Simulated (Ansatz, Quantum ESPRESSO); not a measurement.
# Cl on fcc sites of Pd(111): the work function of the upper face at a withheld member of a series

How the rows were computed: Quantum ESPRESSO 7.5, PBE, GBRV ultrasoft. Slabs of 3 layers, covered on the upper face; adsorbates and the top layer relax in a periodic cell, the rest is held (the clean slab relaxes both outer layers); a run under open boundaries (ESM, bc1) gives both vacuum levels. Cells of one to 9 surface sites carry the coverages, on meshes of like density; cold smearing of 0.02 Ry. The slabs take the lattice constants of the bulk relaxed by the same program. The series steps the coverage.

| coverage | work function of the upper face (eV) |
| --- | --- |
| 0 ML | 5.234 |
| 0.1111 ML | 5.307 |
| 0.25 ML | 5.447 |
| 0.3333 ML | 5.562 |
| 0.5 ML | 5.647 |
| 0.6667 ML | 5.630 |
| 0.75 ML | 5.681 |
| 1 ML | 5.796 |

One more run was made and is withheld. What is the work function of the upper face at 0.1667 ML?

By hand: The rows at 0.1111 ML and 0.25 ML give a slope of (5.447 − (5.307))/(0.25 − (0.1111)) = 1.008, so a straight line gives 5.363 eV. A parabola through these and the row at 0 ML gives 5.357 eV.

**Check.** 5.346 eV. The line misses by +0.017 and the parabola by +0.011 eV.

Caveats: Thin slabs, one site and one ordered pattern a coverage; no reconstruction or subsurface sites; meshes differ a little between cells.
